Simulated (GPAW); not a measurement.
# Work function of Sc2CS2 MXene monolayer at several levels, part 2 of 2

Aim: the work function of both faces of Sc2CS2 MXene monolayer, and its spread over functionals and bases.

GPAW 26.7.0; GPAW, PAW setups; layer in a repeated cell with vacuum, relaxation of atoms and in-plane cell (the session's first sound run).

So far, upper work function (eV): step 3 (plane waves, PBE) 6.84; step 5 (self-consistent run: xc = "LDA") 7.03; step 6 (self-consistent run: xc = "RPBE") 6.77; step 7 (self-consistent run: xc = "vdW-DF2", GPAW, PAW setups, GPAW) 7.18; step 8 (OptPBE vdW: xc = "optPBE-vdW", GPAW, PAW setups, GPAW) 7.04.

### 9. Real-space grid: mode = "fd"

A real-space grid is a second complete basis, so it checks the plane-wave result.

run.py

```python
import json
import numpy as np
from ase import Atoms
from gpaw import GPAW

slab = Atoms(
    ['S', 'Sc', 'C', 'Sc', 'S'],
    positions=[
        [-0.00000, 2.03276, 7.00000],
        [1.76042, 1.01638, 8.43666],
        [-0.00000, 0.00000, 9.77759],
        [-0.00000, 2.03276, 11.11850],
        [1.76042, 1.01638, 12.55517]],
    cell=[[3.52085, 0.0, 0.0], [-1.76042, 3.04915, 0.0], [0.0, 0.0, 19.5552]],
    pbc=[True, True, False])

slab.calc = GPAW(mode='fd', h=0.18, xc='PBE', kpts={'size': (12, 12, 1), 'gamma': True},
                 occupations={'name': 'fermi-dirac', 'width': 0.05}, nbands='160%',
                 convergence={'density': 1e-05}, maxiter=200,
                 poissonsolver={'dipolelayer': 'xy'},
                 symmetry={'tolerance': 1e-3}, txt='slab.txt')
result = {}
energy = slab.get_potential_energy()
fermi = slab.calc.get_fermi_level()
v = slab.calc.get_electrostatic_potential().mean((0, 1)) - fermi
n = slab.calc.get_pseudo_density().mean((0, 1))
L = slab.cell[2, 2]
z = np.arange(len(v)) * L / len(v)
low, high = slab.positions[:, 2].min(), slab.positions[:, 2].max()
below, above = np.interp([low - 4.8, high + 4.8], z, v)
slopes = [np.interp(x, z, np.gradient(v, z)) for x in (low - 4.8, high + 4.8)]
eps = np.array([[slab.calc.get_eigenvalues(k, s) for k in range(len(slab.calc.get_ibz_k_points()))]
                for s in range(slab.calc.get_number_of_spins())]) - fermi
top, bottom = eps[eps < 0].max(), eps[eps > 0].min()
dipole = slab.get_dipole_moment()[2]
print(f'energy {energy:.4f} eV, Fermi level {fermi:.4f} eV, dipole {dipole:.5f} e A')
print(f'potential 4.8 A off the faces, from the Fermi level: lower {below:.4f} eV, upper {above:.4f} eV')
print(f'slope of the potential there: lower {slopes[0]:.5f}, upper {slopes[1]:.5f} eV/A')
print(f'nearest levels on the mesh: {top:.4f} and {bottom:.4f} eV')
print('magnetic moment', round(slab.get_magnetic_moment(), 3))
result.update(energy=energy, fermi=fermi, dipole=dipole, below=below, above=above, slopes=slopes, edges=[top, bottom],
              z=z.tolist(), v=v.tolist(), n=n.tolist(), positions=slab.positions.tolist(),
              forces=slab.get_forces(apply_constraint=False).tolist(), moments=slab.get_magnetic_moments().tolist())
json.dump(result, open('result.json', 'w'))
```

Launch:

```
> OMP_NUM_THREADS=1 OPENBLAS_NUM_THREADS=1 python run.py
```

Wall time 3 min (1 thread of Arm Neoverse V1, shared host); peak memory 0.56 GiB.

Numbers from this step:

```yaml
dipole_along_the_normal: -4.45e-4 e·Å
levels_nearest_the_fermi_level_on_the_mesh: -0.02174, 0.01936 eV from the Fermi level
upper_work_function: 6.842 eV
lower_work_function: 6.834 eV
```

The electrostatic potential energy of an electron (without an applied field's), less the Fermi level, planar mean oscillates, so the rows of the table below give means over windows of 1.54 Å about each position, cut where the curve ends. Its maxima inside the range that stand out by 2 % of the span (Å: eV): 7.7: -3.76, 9.2: -2.31, 10.3: -2.31, 11.9: -3.76. Its minima: 7.1: -13.4, 8.4: -11.2, 9.8: -6.84, 11.1: -11.2, 12.5: -13.4.

Electrostatic potential energy of an electron (without an applied field's), less the Fermi level, planar mean against z; means over each step:

```csv
z (Å),"electrostatic potential energy of an electron (without an applied field's), less the Fermi level, planar mean (eV)"
0.77,6.83
2.31,6.83
3.85,6.83
5.39,6.24
6.93,-5.96
8.47,-7.01
10.01,-4.29
11.55,-7.52
13.09,-2.54
14.63,6.71
16.17,6.84
17.71,6.84
19.25,6.84
```

The upper face's work function is 6.842 eV, against 6.843 eV in the first plane-wave PBE run at this geometry.

### 10. Atomic orbitals: mode = "lcao"

Atom-centred orbitals end a few angstrom from the surface, which tests how much the density's tail matters.

Edit run.py of step 9 so:

```diff
@@ -16,4 +16,4 @@
 
-slab.calc = GPAW(mode='fd', h=0.18, xc='PBE', kpts={'size': (12, 12, 1), 'gamma': True},
-                 occupations={'name': 'fermi-dirac', 'width': 0.05}, nbands='160%',
+slab.calc = GPAW(mode='lcao', basis='dzp', h=0.18, xc='PBE', kpts={'size': (12, 12, 1), 'gamma': True},
+                 occupations={'name': 'fermi-dirac', 'width': 0.05}, nbands='120%',
                  convergence={'density': 1e-05}, maxiter=200,
```

Run time: 3.3 min. Hardware: 1 thread; peak memory 0.29 GiB.

This step gave:

```
levels nearest the Fermi level on the mesh : -0.02039, 0.01854 eV from the Fermi level
upper work function                        : 6.833 eV
lower work function                        : 6.826 eV
```

The upper face's work function is 6.833 eV, against 6.843 eV in the first plane-wave PBE run at this geometry.

### 11. All levels side by side

Times are for 1 thread of Arm Neoverse V1, shared host. The runs compared:

```
no.         run  upper work function (eV)  lower work function (eV)     time  memory (GiB)
  1          pw                     6.843                     6.835     66 s          0.27
  2      revPBE                     6.764                     6.757     65 s          0.27
  3         LDA                     7.026                     7.019     64 s          0.26
  4        RPBE                     6.769                     6.762     65 s          0.27
  5     vdW DF2                     7.180                     7.173     84 s          0.48
  6  optPBE vdW                     7.044                     7.036     82 s          0.48
  7          fd                     6.842                     6.834    3 min          0.56
  8        lcao                     6.833                     6.826  3.3 min          0.29
```

### 12. Side by side

Results and costs are gathered.

This step: comparison of work functions, dipole and cost (GPAW 26.7.0).

Ladder, by row:

| step | code | work function, upper (eV) | work function, lower (eV) | dipole (e Å) | wall time (s) | peak memory (GiB) | threads |
| --- | --- | --- | --- | --- | --- | --- | --- |
| pw | GPAW | 6.843 | 6.835 | -4.35e-4 | 65.98 | 0.27 | 1 |
| revPBE | GPAW | 6.764 | 6.757 | -4.35e-4 | 65.41 | 0.27 | 1 |
| LDA | GPAW | 7.026 | 7.019 | -4.35e-4 | 64.13 | 0.26 | 1 |
| RPBE | GPAW | 6.769 | 6.762 | -4.35e-4 | 65.35 | 0.27 | 1 |
| vdW-DF2 | GPAW | 7.18 | 7.173 | -4.35e-4 | 84.21 | 0.48 | 1 |
| optPBE-vdW | GPAW | 7.044 | 7.036 | -4.34e-4 | 81.79 | 0.48 | 1 |
| fd | GPAW | 6.842 | 6.834 | -4.45e-4 | 177.1 | 0.56 | 1 |
| lcao | GPAW | 6.833 | 6.826 | -4.45e-4 | 200.3 | 0.29 | 1 |

### 13. Outcome

```yaml
work_function_upper_and_lower_face: 6.843 and 6.835 eV
dipole_along_the_normal: -4.3e-4 e Å
```

**Reading.** With plane waves and PBE the work function is 6.84 eV on the upper face and 6.84 eV on the lower. Over the sound runs of the table the upper face's work function spans 6.764 (revPBE) to 7.180 eV (vdW-DF2). The starting lattice was a guess from atomic radii; the relaxation moved it by 9 %. The small printed dipole stands for a step of 7.3 meV from the lower to the upper face, and the probes find 7.5 meV; values this small are near the numerical noise of both. The layer's cell and atoms come from the relaxation; spin-orbit coupling and temperature are left out.

[Logs are printed without paths, hosts, clocks, repeated set-up lines and the standing remarks that a program may print on its own settings, such as how far it seeks lower states.]

[Hosts, paths, dates, database ids (printed as entryN), source tags and the programs' standing remarks are cut or masked in the printed files.]
